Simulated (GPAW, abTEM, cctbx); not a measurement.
## Na2Ir: the scripts behind a bonding study

Short scripts, each with its output. The start was made by putting kin elements into a known structure type; the compound need not exist, or be stable, in this form.

### 1. Relax the structure

```text
cell
1.0
     0.000000000    3.122000000    3.122000000
     3.122000000    0.000000000    3.122000000
     3.122000000    3.122000000    0.000000000
Ir Na
1 2
Direct
0.000000000 0.000000000 0.000000000
0.250000000 0.250000000 0.250000000
0.750000000 0.750000000 0.750000000
```

```python
from ase.constraints import FixSymmetry
from ase.filters import FrechetCellFilter
from ase.io import read, write
from ase.optimize import BFGS
from ase.parallel import parprint
from gpaw import GPAW, PW, FermiDirac

atoms = read("start.vasp")
atoms.set_constraint(FixSymmetry(atoms))
atoms.calc = GPAW(mode=PW(570), xc="PBE", kpts={"size": (5, 5, 5), "gamma": True},
                 occupations=FermiDirac(0.1), maxiter=120, symmetry={"tolerance": 1e-5}, txt="relax.txt")
BFGS(FrechetCellFilter(atoms), maxstep=0.15).run(fmax=0.03, steps=40)
parprint("cell  %.4f %.4f %.4f  %.2f %.2f %.2f" % tuple(atoms.cell.cellpar()))
parprint("volume %.3f A^3, largest force %.3f eV/A, largest stress %.2f GPa" % (atoms.get_volume(), abs(atoms.get_forces()).max(), 160.218 * abs(atoms.get_stress()).max()))
atoms.set_constraint()
write("relaxed.vasp", atoms, direct=True)
```

```console
$ OMP_NUM_THREADS=1 mpirun -n 4 gpaw python run.py > gpaw.log
```

```text
      Step        Energy          fmax
BFGS:    0       -8.313708        1.584467
BFGS:    1       -8.416620        1.432684
BFGS:    2       -8.860176        0.565604
BFGS:    3       -8.961487        0.126410
BFGS:    4       -8.968121        0.016701
cell  4.8773 4.8773 4.8773  60.00 60.00 60.00
volume 82.040 A^3, largest force 0.000 eV/A, largest stress 0.10 GPa
```

Time: 20 s on 4 cores of Intel(R) Xeon(R) Platinum 8488C (Sapphire Rapids) (shared host), peak memory 0.77 GiB.

### 2. Build the all-electron density and subtract free atoms

```text
cell
1.0
     0.000000000    3.448784265    3.448784265
     3.448784265    0.000000000    3.448784265
     3.448784265    3.448784265    0.000000000
Ir Na
1 2
Direct
0.000000000 0.000000000 0.000000000
0.250000000 0.250000000 0.250000000
0.750000000 0.750000000 0.750000000
```

```python
import numpy as np
from ase.io import read
from ase.units import Bohr
from gpaw import GPAW, PW, FermiDirac
from gpaw.calculator import GPAW as OldGPAW
from gpaw.mpi import serial_comm, world
from scipy.special import erfc
from scipy.spatial import cKDTree

atoms = read("cell.vasp")
atoms.calc = GPAW(mode=PW(450), xc="PBE", kpts={"size": (6, 6, 6), "gamma": True},
                 occupations=FermiDirac(0.1), maxiter=120, symmetry={"tolerance": 1e-5}, txt="scf.txt")
atoms.get_potential_energy()
rho = atoms.calc.get_all_electron_density(gridrefinement=2)
moments = atoms.get_magnetic_moments() if atoms.calc.get_number_of_spins() == 2 else np.zeros(len(atoms))
total = atoms.get_magnetic_moment() if moments.any() else 0.0
if world.rank == 0:
    free = OldGPAW(mode=PW(450), xc="PBE", txt=None, communicator=serial_comm)
    neutral = atoms.copy()
    neutral.set_initial_magnetic_moments(None)
    free.initialize(neutral)
    free.set_positions(neutral)
    drho = rho - free.get_all_electron_density(gridrefinement=2)
    # GPAW starts from confined atoms: exchange their smooth part for that of the datasets' free atoms
    h = np.stack(np.meshgrid(*[np.fft.fftfreq(n, 1 / n) for n in drho.shape], indexing="ij"), -1)
    gabs = np.linalg.norm(h @ atoms.cell.reciprocal(), axis=-1)
    tails = np.fft.fftn(free.get_pseudo_density(gridrefinement=2))
    g, form, v0 = np.linspace(0, gabs.max(), 1500), {}, 0
    for e in set(atoms.symbols):
        idx = atoms.symbols.search(e)
        d = free.setups[idx[0]].data
        r, w = d.rgd.r_g * Bohr, d.rgd.r_g**2 * d.rgd.dr_g
        j0 = np.sinc(2 * g[:, None] * r)
        smooth = sum(f * p**2 for f, p in zip(d.f_j, d.phit_jg)) + np.sqrt(4 * np.pi) * d.nct_g
        full = sum(f * p**2 for f, p in zip(d.f_j, d.phi_jg)) + np.sqrt(4 * np.pi) * d.nc_g
        phase = sum(np.exp(-2j * np.pi * h @ s) for s in atoms.get_scaled_positions()[idx])
        tails -= np.interp(gabs, g, j0 @ (smooth * w)) * phase * drho.size / atoms.get_volume()
        form[e] = j0 @ (full * w)
        v0 += 2 * np.pi / 3 * 14.3996 * (full * w * r**2).sum() * len(idx)  # V A^3
    tails *= 0.5 * erfc((gabs - 1.8) / 0.25)  # the tails differ at long wavelengths alone
    drho += np.fft.ifftn(tails).real  # crystal minus superposed spherical free atoms
    np.save("drho.npy", drho)
    dv = atoms.get_volume() / drho.size
    print("grid", drho.shape, " electrons %.3f" % (rho.sum() * dv), " moved by bonding %.3f e" % (abs(drho).sum() * dv / 2))
    pts = np.indices(drho.shape).reshape(3, -1).T / drho.shape @ atoms.cell
    shifts = (np.indices((3, 3, 3)).reshape(3, -1).T - 1) @ atoms.cell
    images = (atoms.positions[None] + shifts[:, None]).reshape(-1, 3)
    dist, idx = cKDTree(images).query(pts, k=4)
    out = drho.ravel()[dist[:, 0] > 0.5]
    print("deformation density beyond 0.5 A of the nuclei: max %.3f, min %.3f e/A^3" % (out.max(), out.min()))
    tie = dist < dist[:, :1] + 1e-4
    q = -np.bincount((idx % len(atoms))[tie], (drho.ravel()[:, None] / tie.sum(1, keepdims=True) * tie)[tie], len(atoms)) * dv
    print("atom        x       y       z   Voronoi charge  moment")
    for a, s, c, m in zip(atoms, atoms.get_scaled_positions(), q, moments):
        print("%-2s%-3d %7.4f %7.4f %7.4f %10.3f %10.2f" % (a.symbol, a.index + 1, *s, c, m))
    np.savez("free.npz", g=g, **form)
    print("mean inner potential of superposed free atoms %.3f V" % (v0 / atoms.get_volume()))
    print("total magnetic moment %.3f muB" % total)
```

```console
$ OMP_NUM_THREADS=1 mpirun -n 4 gpaw python run.py > gpaw.log
```

```text
grid (48, 48, 48)  electrons 99.000  moved by bonding 0.483 e
deformation density beyond 0.5 A of the nuclei: max 0.122, min -0.043 e/A^3
atom        x       y       z   Voronoi charge  moment
Ir1    0.0000  0.0000  0.0000     -0.410       0.00
Na2    0.2500  0.2500  0.2500      0.205       0.00
Na3    0.7500  0.7500  0.7500      0.205       0.00
mean inner potential of superposed free atoms 12.229 V
total magnetic moment 0.000 muB
```

Time: 7.5 s.

### 3. Fourier-transform the difference

```python
from cctbx import adptbx, crystal, miller, xray
from cctbx.eltbx import tiny_pse
import numpy as np

cs = crystal.symmetry(unit_cell=(6.8976, 6.8976, 6.8976, 90, 90, 90), space_group_symbol='Hall: -F 4 2 3')  # Fm-3m
atoms = [  # label, site, U (iso, or U11 U22 U33 U12 U13 U23 in A^2), occupancy
    ("Ir1", (0, 0, 0), 0.0000, 1),
    ("Na1", (0.25, 0.75, 0.75), 0.0000, 1),
]
xs = xray.structure(crystal_symmetry=cs)
for label, site, u, occ in atoms:
    u = adptbx.u_cif_as_u_star(cs.unit_cell(), u) if isinstance(u, tuple) else u
    xs.add_scatterer(xray.scatterer(label, site=site, u=u, occupancy=occ))
xs.scattering_type_registry(table="wk1995")
drho = np.load("drho.npy")
T = np.array([[-1, 1, 1], [1, -1, 1], [1, 1, -1]])  # conventional axes in terms of the primitive ones
dF = np.fft.ifftn(drho) * 328.16184  # electrons a conventional cell, indexed by primitive hkl
ms = miller.build_set(cs, anomalous_flag=False, d_min=0.9).sort("resolution")
iam = ms.structure_factors_from_scatterers(xs, algorithm="direct").f_calc()
p1 = xs.expand_to_p1()
z = np.array([tiny_pse.table(sc.scattering_type).atomic_number() for sc in p1.scatterers()])
x = np.array(p1.sites_frac())
free = np.load("free.npz")
print("static structure factors of the conventional cell: F in electrons, V (Mott-Bethe) in volts")
print("   h  k  l      d  |F| table  |F| free   |F| DFT   change   |V| free  |V| DFT  change %")
for h, d, table in list(zip(ms.indices(), ms.d_spacings().data(), iam.data()))[:16]:
    df = dF[tuple(np.rint(np.linalg.solve(T, h)).astype(int))]
    phase = np.exp(2j * np.pi * x @ h)
    f = sum(np.interp(1 / d, free["g"], free[sc.scattering_type]) * p for sc, p in zip(p1.scatterers(), phase))
    fz = (z * phase).sum()
    c = 14.3996 * d * d / (np.pi * cs.unit_cell().volume())
    v0, v1 = abs(fz - f) * c, abs(fz - f - df) * c
    print("%4d%3d%3d %7.4f %9.3f %9.3f %9.3f %8.3f %9.3f %8.3f %8s" % (h + (d, abs(table), abs(f), abs(f + df), abs(f + df) - abs(f), v0, v1, "%.1f" % (100 * (v1 / v0 - 1)) if v0 > 0.02 else "-")))
```

```console
$ python run.py
```

```text
static structure factors of the conventional cell: F in electrons, V (Mott-Bethe) in volts
   h  k  l      d  |F| table  |F| free   |F| DFT   change   |V| free  |V| DFT  change %
   1  1  1  3.9823   283.980   283.980   285.344    1.364     5.320    5.018     -5.7
   0  2  0  3.4488   205.267   205.219   206.223    1.004     2.456    2.289     -6.8
   0  2  2  2.4387   325.363   324.804   324.934    0.130     5.914    5.903     -0.2
   1  3  1  2.0797   248.386   248.068   247.971   -0.097     3.620    3.626      0.2
   2  2  2  1.9912   184.332   184.344   184.328   -0.016     1.974    1.975      0.0
   0  4  0  1.7244   290.156   289.583   289.439   -0.144     4.420    4.426      0.1
   1  3  3  1.5824   226.670   226.439   226.400   -0.039     2.853    2.854      0.0
   0  4  2  1.5424   172.236   172.281   172.055   -0.225     1.586    1.593      0.5
   2  4  2  1.4080   264.924   264.521   264.497   -0.025     3.640    3.641      0.0
   3  3  3  1.3274   210.821   210.659   210.608   -0.051     2.396    2.397      0.1
   1  5  1  1.3274   210.821   210.659   210.426   -0.233     2.396    2.401      0.2
   0  4  4  1.2193   245.406   245.126   245.049   -0.077     3.133    3.135      0.1
   1  5  3  1.1659   198.328   198.200   198.052   -0.148     2.085    2.087      0.1
   0  6  0  1.1496   156.734   156.716   156.403   -0.313     1.168    1.174      0.5
   2  4  4  1.1496   156.734   156.716   156.574   -0.143     1.168    1.171      0.2
   0  6  2  1.0906   229.660   229.461   229.279   -0.182     2.767    2.770      0.1
```

Time: 0.26 s on 1 core of Intel(R) Xeon(R) Platinum 8488C (Sapphire Rapids) (shared host), peak memory 0.08 GiB.

### 4. Scan a probe

```python
import abtem
import numpy as np
from ase.build import make_supercell
from ase.io import read

abtem.config.set({"dask.lazy": False, "fft": "fftw", "diagnostics.progress_bar": False})
M = [[1, 1, -1], [-2, 2, 0], [0, 0, 2]]  # rows: x, y and beam direction in the primitive cell's axes
unit = make_supercell(read("cell.vasp"), M)
unit.set_cell(list(unit.cell.lengths()) + [90, 90, 90], scale_atoms=True)
unit.positions[:, 2] += 0.6097  # keeps atomic planes off the slice boundaries
unit.wrap()
slab = unit * (2, 2, 4)
print(slab.get_chemical_formula(), "| box %.2f x %.2f x %.2f A" % tuple(slab.cell.lengths()))

# change of the potential by bonding, from the DFT deformation density (Poisson's equation term by term)
drho = np.load("drho.npy")
prim = read("cell.vasp")
h = np.stack(np.meshgrid(*[np.fft.fftfreq(n, 1 / n) for n in drho.shape], indexing="ij"), -1).reshape(-1, 3).astype(int)
g2 = ((h @ prim.cell.reciprocal()) ** 2).sum(1)
keep = (g2 > 0) & (g2 < 2.5**2)
shape = (50, 70, 56)
vg = np.zeros(shape, complex)
hm = h[keep] @ np.array(M).T
move = np.exp(-2j * np.pi * hm[:, 2] * (0.6097 / unit.cell[2, 2] - 0.5 / shape[2]))  # the same shift, sampled at mid-points
vg[tuple(hm.T % np.array(shape)[:, None])] = -14.3996 / np.pi * (np.fft.fftn(drho).ravel() / drho.size)[keep] / g2[keep] * move
dV = np.fft.ifftn(vg).real * vg.size
dV = dV.reshape(50, 70, 8, 7).mean(3) * unit.cell[2, 2] / 8  # V A, projected in each slice
dV = np.tile(dV.transpose(2, 0, 1), (4, 2, 2))


def build(atoms):
    p = abtem.Potential(atoms, gpts=(100, 140), slice_thickness=[slab.cell[2, 2] / 32] * 32,
                        parametrization="lobato", projection="infinite", exit_planes=16).build()
    p.array[:] += BONDING * dV
    return p


sigmas = {'Ir': 0.058, 'Na': 0.08}  # r.m.s. displacement along each axis, A
u = np.array([sigmas[s] for s in slab.symbols])[:, None]
rng = np.random.default_rng(12)


def potentials():
    for _ in range(2):  # frozen phonons, one configuration at a time
        atoms = slab.copy()
        atoms.positions += u * rng.standard_normal((len(atoms), 3))
        atoms.wrap()
        yield build(atoms)


for label, BONDING in (("IAM", 0.0), ("DFT", 1.0)):
    print("=====", label)
    rng = np.random.default_rng(12)  # the same displacements for both
    potential = build(slab)
    print("grid", potential.gpts, "slices", potential.num_slices)
    thickness = potential.exit_thicknesses
    probe = abtem.Probe(energy=200000, semiangle_cutoff=18)
    probe.grid.match(potential)
    print("wavelength %.5f A, largest angle on the grid %.0f mrad" % (probe.wavelength, min(probe.cutoff_angles)))
    detectors = {"ABF": (9, 18), "BF": (0, 9), "LAADF": (22, 58)}  # mrad
    columns = [  # name, x, y (A)
        ("Ir2", 0.000, 0.000),
        ("Na2", 5.173, 2.439),
        ("void", 0.000, 2.845),
    ]
    scan = abtem.GridScan(start=(0.0000, 0.0000), end=(6.8976, 9.7546), gpts=(21, 29), endpoint=False)
    dets = [abtem.AnnularDetector(*v) for v in detectors.values()] + [abtem.PixelatedDetector(max_angle=27)]
    runs = [probe.scan(p, scan=scan, detectors=dets, max_batch=32) for p in potentials()]
    out = [sum(x[1:], x[0]) / len(x) for x in zip(*runs)]
    images = dict(zip(detectors, out))
    images["iCOM"] = out[-1].center_of_mass().integrate_gradient()
    np.save(label + "_pacbed.npy", out[-1].array.mean(axis=(1, 2)))
    print("PACBED pixel %.3f x %.3f mrad" % out[-1].angular_sampling)
    for name, im in images.items():
        im = im.interpolate(sampling=0.1, boundary="periodic").gaussian_filter(0.35)
        np.save(label + "_" + name + ".npy", im.array)
        print(name, "signal at the columns" + (", fraction of the beam" if name in detectors else ""))
        print("  t (A)     mean" + "".join("%10s" % c[0][:9] for c in columns))
        for t, a in list(zip(thickness, im.array))[1:]:
            at = [a[round((x - 0.0000) / im.sampling[0]) % a.shape[0], round((y - 0.0000) / im.sampling[1]) % a.shape[1]] for _, x, y in columns]
            print("%7.1f %8.5f" % (t, a.mean()) + "".join("%10.5f" % v for v in at))
```

```console
$ python run.py
```

```text
Ir128Na256 | box 13.80 x 19.51 x 39.02 A
===== IAM
grid (100, 140) slices 32
wavelength 0.02508 A, largest angle on the grid 60 mrad
PACBED pixel 1.818 x 1.286 mrad
ABF signal at the columns, fraction of the beam
  t (A)     mean       Ir2       Na2      void
   19.5  0.70255   0.46327   0.70892   0.72886
   39.0  0.67745   0.43245   0.66277   0.72139
BF signal at the columns, fraction of the beam
  t (A)     mean       Ir2       Na2      void
   19.5  0.24291   0.13710   0.25403   0.25353
   39.0  0.23404   0.07566   0.26660   0.25162
LAADF signal at the columns, fraction of the beam
  t (A)     mean       Ir2       Na2      void
   19.5  0.02712   0.23296   0.01862   0.00369
   39.0  0.03819   0.18875   0.03573   0.00732
iCOM signal at the columns
  t (A)     mean       Ir2       Na2      void
   19.5  0.02850   0.09795   0.03666   0.01289
   39.0  0.02850   0.09837   0.05047   0.00451
===== DFT
grid (100, 140) slices 32
wavelength 0.02508 A, largest angle on the grid 60 mrad
PACBED pixel 1.818 x 1.286 mrad
ABF signal at the columns, fraction of the beam
  t (A)     mean       Ir2       Na2      void
   19.5  0.70289   0.46476   0.70891   0.72896
   39.0  0.67825   0.43303   0.66261   0.72161
BF signal at the columns, fraction of the beam
  t (A)     mean       Ir2       Na2      void
   19.5  0.24291   0.13688   0.25410   0.25366
   39.0  0.23412   0.07519   0.26693   0.25215
LAADF signal at the columns, fraction of the beam
  t (A)     mean       Ir2       Na2      void
   19.5  0.02704   0.23262   0.01860   0.00366
   39.0  0.03789   0.18836   0.03566   0.00719
iCOM signal at the columns
  t (A)     mean       Ir2       Na2      void
   19.5  0.02656   0.09369   0.03521   0.01202
   39.0  0.02656   0.09214   0.04948   0.00465
```

Time: 24 s.

[Outputs are excerpts: Python notices, other lines and further rows are left out; steps that failed or that the build refused (PBEsol, TPSS) are not shown.]

[Logs are printed without paths, hosts, clocks, repeated set-up lines and the standing remarks that a program may print on its own settings, such as how far it seeks lower states.]
